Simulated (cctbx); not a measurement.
## What is wrong with this refinement?

Cell a = 11.9580 Å, b = 11.9580 Å, c = 11.9580 Å, α = 90.00°, β = 90.00°, γ = 90.00°; space group Fd-3m (no. 227, origin choice 1). The compound is Nb3AlAu2.

Simulated single-crystal data (cctbx): Mo Kα, λ = 0.71073 Å, to d = 0.77 Å, 95 % of the full sphere, strongest reflection 20000 counts, noise from counting, a 6 % proportional error and a noise floor of 15 counts (s.d.); no absorption.

An anisotropic refinement with weights 1/σ² prints:

```text
Rint 0.053, 118 unique reflections to 0.78 A
cycle     R1     wR2    GooF  max shift (A)
   1  0.0158  0.0408   2.584   0.00016
   2  0.0094  0.0202   1.282   0.00000
final R1 0.0094 wR2 0.0202 GooF 1.282  parameters 9  data/parameter 13.1
atom        x        y        z      Ueq    occ   su(xyz)  su(Uiso or U11)
Au1    0.33681  0.83681  0.33681   0.0037  1.000  0.00001  0.0001
Nb1    0.05723  0.25000  0.25000   0.0038  1.000  0.00004  0.0002
P1     0.12500  0.62500  0.12500   0.0126  1.000  0.00000  0.0005
difference map: max 1.18 min -1.09 rms 0.22
Q1    0.0563  0.0563  0.9437   32    1.37  1.89 A from Nb1
Q2    0.0595  0.0595  0.6864   96    0.62  1.33 A from P1
Q3    0.0177  0.1207  0.8793   96    0.60  1.69 A from Nb1
Q4    0.0253  0.1949  0.3051   96    0.52  1.01 A from Nb1
Q5    0.0345  0.0345  0.4655   32    0.51  1.08 A from Au1
Q6    0.0909  0.0909  0.8498   96    0.50  1.23 A from Au1
```

Q: Accept it or mend it, and why?

Mend it. The fault: wrong element: P1 is Al. Against the right model at the same level, R1 goes from 0.0082 to 0.0094 and GooF from 1.04 to 1.28 and U of P1 swells from 0.0043 to 0.0126 Å². P1 has 2 electrons too many and its U swells to shed them, as expected (near an absorption edge f′ can widen the mismatch well beyond the difference in Z).

The compound is Nb3AlAu2. The right model at the same level gives:

```text
Rint 0.053, 118 unique reflections to 0.78 A
cycle     R1     wR2    GooF  max shift (A)
   1  0.0085  0.0181   1.146   0.00005
   2  0.0082  0.0164   1.036   0.00000
final R1 0.0082 wR2 0.0164 GooF 1.036  parameters 9  data/parameter 13.1
atom        x        y        z      Ueq    occ   su(xyz)  su(Uiso or U11)
Au1    0.33681  0.83681  0.33681   0.0037  1.000  0.00001  0.0001
Nb1    0.05724  0.25000  0.25000   0.0038  1.000  0.00003  0.0002
Al1    0.12500  0.62500  0.12500   0.0043  1.000  0.00000  0.0004
difference map: max 1.15 min -1.16 rms 0.19
Q1    0.0561  0.0561  0.9439   32    1.34  1.89 A from Nb1
Q2    0.0599  0.0599  0.6862   96    0.67  1.32 A from Al1
Q3    0.0179  0.1209  0.8791   96    0.57  1.70 A from Nb1
Q4    0.0272  0.1928  0.3072   96    0.50  1.03 A from Nb1
Q5    0.0339  0.0339  0.4661   32    0.49  1.10 A from Au1
Q6    0.0000  0.0000  0.3746   48    0.46  1.54 A from Au1
```

The model was made for the exercise: a known structure type with other elements put in, its volume estimated, not relaxed; displacement parameters are assumed.

[Middle refinement cycles are left out of these outputs.]

[Logs are printed without paths, hosts, clocks, repeated set-up lines and the standing remarks that a program may print on its own settings, such as how far it seeks lower states.]
